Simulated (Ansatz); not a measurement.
# Bands, cutoff and cost in G0W0 for Cd5B3ClO9 (Cm)

Wanted: a G0W0 gap for Cd5B3ClO9 (Cm) that is converged in bands and cutoff, or an estimate of the limit.

Program: Ansatz 0.2.0. Level of theory: G0W0 on PBE, plane waves, PAW; PAW set soft_1. Results are calculated unless marked as measured.

Report form: the programs' logs are mostly left out.

**1. The structure**

Symmetry: Cm, No. 8, monoclinic system. The conventional cell has a = 8.172 Å, b = 16.061 Å, c = 3.474 Å, α = 90.00°, β = 99.29°, γ = 90.00°. Nearest to Cd lie 5 O at 2.19 to 2.37 Å and 1 Cl at 2.56 Å. Cd has 6 O at 2.30 to 2.67 Å nearest. Nearest to Cd lie 4 O at 2.17 to 2.36 Å and 2 Cl at 2.57 to 2.61 Å. B has 3 O at 1.38 Å nearest. Nearest to B lie 3 O at 1.38 to 1.40 Å. Nearest to Cl lie 4 Cd at 2.56 to 2.61 Å. Farther neighbours and most contacts between anions are not listed.

Geometry: measured cell, ions relaxed with PBE. The runs that relaxed it are not among those shown.

**2. 169 empty bands, screening to 48 eV**

Now the one-shot GW correction: screening in the RPA, then the self-energy of the levels asked for. This step takes PAW set soft_1 files.

input.yaml reads:

```yaml
crystal:
  lattice:
    - [4.086, -8.0305, 0.0]
    - [4.086, 8.0305, 0.0]
    - [-0.5610688069, 0.0, 3.4284942182]
  atoms:
    - { symbol: Cd, position: [0.9903899046, 0.7342556792, 0.5662659888] }
    - { symbol: Cd, position: [0.7342556792, 0.9903899046, 0.5662659888] }
    - { symbol: Cd, position: [0.3113911839, 0.6630019832, 0.9124457693] }
    - { symbol: Cd, position: [0.6630019832, 0.3113911839, 0.9124457693] }
    - { symbol: Cd, position: [0.2871762088, 0.2871762088, 0.3102574688] }
    - { symbol: B, position: [0.6210609171, 0.6210609171, 0.9737592675] }
    - { symbol: B, position: [0.972075933, 0.3689018994, 0.3370010488] }
    - { symbol: B, position: [0.3689018994, 0.972075933, 0.3370010488] }
    - { symbol: Cl, position: [0.049188481, 0.049188481, 0.7118210963] }
    - { symbol: O, position: [0.7759792855, 0.623579409, 0.0193502893] }
    - { symbol: O, position: [0.623579409, 0.7759792855, 0.0193502893] }
    - { symbol: O, position: [0.4502306784, 0.4502306784, 0.8744954667] }
    - { symbol: O, position: [0.1618372402, 0.4552599818, 0.3467663233] }
    - { symbol: O, position: [0.4552599818, 0.1618372402, 0.3467663233] }
    - { symbol: O, position: [0.1966350256, 0.8360258997, 0.1252240285] }
    - { symbol: O, position: [0.8360258997, 0.1966350256, 0.1252240285] }
    - { symbol: O, position: [0.9120354728, 0.4534148167, 0.5549599024] }
    - { symbol: O, position: [0.4534148167, 0.9120354728, 0.5549599024] }
kpoints:
  mp_grid: { grid: [2, 2, 4] }
hamiltonian:
  xc: pbe
  pseudopotentials: { kind: paw, azcp: { folder: soft_1 } }
scf:
  occupations: { method: fixed }
gw:
  n_empty_bands: 169
  ecut_chi: 48
  qp_bands: [v4, c4]
  qp_kpoints: band_edges
  screening: { model: contour_deformation }
```

Launch:

```
$ ansatz run input.yaml --threads 2 --pin off --max-ram 92160MiB --backend cuda --events-out ev --progress --plain --runs-dir out --devices 1 --max-vram 13GiB
```

Run time: 21 s. Hardware: 1 × NVIDIA H100 80GB HBM3 (shared by 6 runs) with 2 threads of AMD EPYC 7R13 (Zen 3), shared host; peak memory 1.3 GiB; 24 s of CPU time.

This step gave:

| Property | Result |
| --- | --- |
| bands summed | 254 |
| RPA ε∞ on this mesh (eigenvalues) | 3.558, 3.837, 3.996 |
| plane waves in the screening matrix | 165 |
| q-points in the mesh | 16 |
| G0W0 gap on the mesh | 3.402 eV |
| k of the valence top | 0, 0, -0.5 |
| k of the conduction bottom | 0, 0, 0 |
| starting gap on the mesh | 1.985 eV |
| Z at the valence top | 0.7712 |
| Z at the conduction bottom | 0.8347 |
| least direct G0W0 gap on the computed points | 3.457 eV |

The gap on the mesh goes from 1.98 eV to 3.40 eV, a correction of +1.42 eV. Between the two edge states, bare exchange in place of the xc potential would open the gap by 9.57 eV, and correlation takes back 8.15 eV.

**3. 480 empty bands, screening to 96 eV**

Bands and screening cutoff are moved together, since each hides the error of the other.

Edit input.yaml of step 2 so:

```diff
@@ -32,4 +32,4 @@
 gw:
-  n_empty_bands: 169
-  ecut_chi: 48
+  n_empty_bands: 480
+  ecut_chi: 96
   qp_bands: [v4, c4]
```

The job ended after 36 s (1 × NVIDIA H100 80GB HBM3 (shared by 6 runs) with 2 threads; peak memory 1.9 GiB).

This step gave:

```
bands summed                                 : 565
RPA ε∞ on this mesh (eigenvalues)            : 3.561, 3.828, 3.987
plane waves in the screening matrix          : 487
q-points in the mesh                         : 16
G0W0 gap on the mesh                         : 3.350 eV
k of the valence top                         : 0, 0, -0.5
k of the conduction bottom                   : 0, 0, 0
starting gap on the mesh                     : 1.985 eV
Z at the valence top                         : 0.7629
Z at the conduction bottom                   : 0.8295
least direct G0W0 gap on the computed points : 3.392 eV
```

Against the run with 2×2×4 mesh, 169 empty bands, screening to 48 eV, PAW set soft_1 files, the gap moves by −0.05 eV.

**4. 1033 empty bands, screening to 160 eV**

Edit input.yaml of step 3 so:

```diff
@@ -32,4 +32,4 @@
 gw:
-  n_empty_bands: 480
-  ecut_chi: 96
+  n_empty_bands: 1033
+  ecut_chi: 160.0
   qp_bands: [v4, c4]
```

Wall time 83 s (1 × NVIDIA H100 80GB HBM3 (shared by 6 runs) with 2 threads); peak memory 3.7 GiB.

Numbers from this step:

| Quantity | Value |
| --- | --- |
| bands summed | 1118 |
| RPA ε∞ on this mesh (eigenvalues) | 3.537, 3.796, 3.953 |
| plane waves in the screening matrix | 1051 |
| G0W0 gap on the mesh | 3.484 eV |
| k of the valence top | 0, 0, -0.5 |
| k of the conduction bottom | 0, 0, 0 |
| starting gap on the mesh | 1.985 eV |
| least direct G0W0 gap on the computed points | 3.525 eV |

Against the run with 2×2×4 mesh, 480 empty bands, screening to 96 eV, PAW set soft_1 files, the gap moves by +0.13 eV.

**5. Changing the frequency model: 2×2×4 mesh, 1033 empty bands, screening to 160 eV, plasmon pole, PAW set soft_1 files**

A plasmon pole stands in for the full frequency dependence of the screening; this run shows what that costs in accuracy.

Edit input.yaml of step 4 so:

```diff
@@ -36,2 +36,2 @@
   qp_kpoints: band_edges
-  screening: { model: contour_deformation }
+  screening: { model: godby_needs }
```

It took 2.2 min on 1 × NVIDIA H100 80GB HBM3 (shared by 6 runs) with 2 threads; peak memory 5 GiB.

Numbers from this step:

| Quantity | Value |
| --- | --- |
| bands summed | 1118 |
| plasmon-pole fit frequency | 32.28 eV |
| RPA ε∞ on this mesh (eigenvalues) | 3.537, 3.796, 3.953 |
| plane waves in the screening matrix | 1051 |
| G0W0 gap on the mesh | 3.483 eV |
| k of the valence top | 0, 0, -0.5 |
| k of the conduction bottom | 0, 0, 0 |
| starting gap on the mesh | 1.985 eV |
| least direct G0W0 gap on the computed points | 3.524 eV |

Against the run with 2×2×4 mesh, 1033 empty bands, screening to 160 eV, PAW set soft_1 files, the gap moves by −0.001 eV.

**6. Changing the files and raising the bands: 2×2×4 mesh, 1532 empty bands, screening to 208 eV, hard PAW files**

Other atomic data (hard PAW) test the pseudisation: the cutoff goes from 420 to 930 eV, with the same valence electrons. Bands and screening cutoff change too, so the step is no clean test of the files.

This step: G0W0 on PBE, plane waves, PAW.

Edit input.yaml of step 5 so:

```diff
@@ -28,3 +28,3 @@
   xc: pbe
-  pseudopotentials: { kind: paw, azcp: { folder: soft_1 } }
+  pseudopotentials: { kind: paw, source: ansatz }
 scf:
@@ -32,6 +32,6 @@
 gw:
-  n_empty_bands: 1033
-  ecut_chi: 160.0
+  n_empty_bands: 1532
+  ecut_chi: 208.0
   qp_bands: [v4, c4]
   qp_kpoints: band_edges
-  screening: { model: godby_needs }
+  screening: { model: contour_deformation }
```

It took 3.9 min on 1 × NVIDIA H100 80GB HBM3 (shared by 6 runs) with 2 threads; peak memory 8.6 GiB; 6.1 min of CPU time.

This step gave:

```yaml
bands_summed: 1617
rpa_eps_infinity_on_this_mesh_eigenvalues: 3.532, 3.787, 3.944
plane_waves_in_the_screening_matrix: 1521
g0w0_gap_on_the_mesh: 3.583 eV
k_of_the_valence_top: 0, 0, -0.5
k_of_the_conduction_bottom: 0, 0, 0
starting_gap_on_the_mesh: 1.986 eV
least_direct_g0w0_gap_on_the_computed_points: 3.625 eV
```

Against the run with 2×2×4 mesh, 1033 empty bands, screening to 160 eV, PAW set soft_1 files, the gap moves by +0.10 eV.

**7. Side by side**

Times are wall times on 1 × NVIDIA H100 80GB HBM3 (shared by 6 runs) with 2 threads of AMD EPYC 7R13 (Zen 3), shared host, good to a factor of about two.

| mesh | files | frequency | bands summed | cutoff (eV) | start (eV) | G0W0 (eV) | time | host memory (GiB) |
| --- | --- | --- | --- | --- | --- | --- | --- | --- |
| 2×2×4 | PAW set soft_1 | contour deformation | 254 | 48 | 1.985 | 3.402 | 21 s | 1.3 |
| 2×2×4 | PAW set soft_1 | contour deformation | 565 | 96 | 1.985 | 3.350 | 36 s | 1.9 |
| 2×2×4 | PAW set soft_1 | contour deformation | 1118 | 160 | 1.985 | 3.484 | 83 s | 3.7 |
| 2×2×4 | PAW set soft_1 | plasmon pole | 1118 | 160 | 1.985 | 3.483 | 2.2 min | 5.0 |
| 2×2×4 | hard PAW | contour deformation | 1617 | 208 | 1.986 | 3.583 | 3.9 min | 8.6 |

How the two edges are built up, in eV (the quasiparticle level is the starting level plus Σx plus Σc less Vxc):

```csv
run,edge,start,Σx,Σc,Vxc,Z,QP
254 bands,valence top,8.41,-27.54,4.81,-22.20,0.77,7.87
254 bands,conduction bottom,10.39,-10.32,-3.34,-14.55,0.83,11.28
565 bands,valence top,8.41,-27.54,4.65,-22.20,0.76,7.72
565 bands,conduction bottom,10.39,-10.32,-3.55,-14.55,0.83,11.07
1118 bands,valence top,8.41,-27.54,4.41,-22.20,0.76,7.48
1118 bands,conduction bottom,10.39,-10.32,-3.66,-14.55,0.83,10.96
```

**8. What came out**

```
254 bands, 48 eV   : 3.402 eV
565 bands, 96 eV   : 3.350 eV
1118 bands, 160 eV : 3.484 eV
mesh and start     : 2×2×4, PBE
```

From 254 to 1118 bands the gap moves by +0.08 eV while the time grows 4.0-fold. Σc changes by −0.40 eV at the valence top and −0.32 eV at the conduction bottom, so the levels themselves move more than the gap between them. The gap turns back along the series, so no limit is drawn from it. The plasmon-pole model gives −0.001 eV against contour deformation, 0 % of the correction, and saved no time in this program. With hard PAW files and 1617 bands the gap is 3.58 eV. The 2×2×4 mesh is coarse for this cell (its supercell is 14 Å along the shortest edge). The RPA ε∞ on it, from the PBE start, is 3.54, 3.80 and 3.95; such meshes misread the long-range screening, most where the gap is narrow. A d shell, filled or nearly so, lies near the gap. One-shot GW converges very slowly in bands there, not always from below, and on a semilocal start the gap tends to come out low; starts rich in exact exchange can overshoot instead. The many-body steps are scalar-relativistic: spin-orbit coupling is not in them.

[Paths, hosts, dates, memory and timing lines, banners, echoed tables and standing remarks are left out of the program output.]

[Logs are printed without paths, hosts, clocks, repeated set-up lines and the standing remarks that a program may print on its own settings, such as how far it seeks lower states.]

[Runs of the session that timed out or met a known fault of the program may be left out.]

[Cells called generated may have been cut or substituted from an entry of the Crystallography Open Database or the Materials Project.]

[Hosts, paths, dates, database ids (printed as entryN), source tags and the programs' standing remarks are cut or masked in the printed files.]
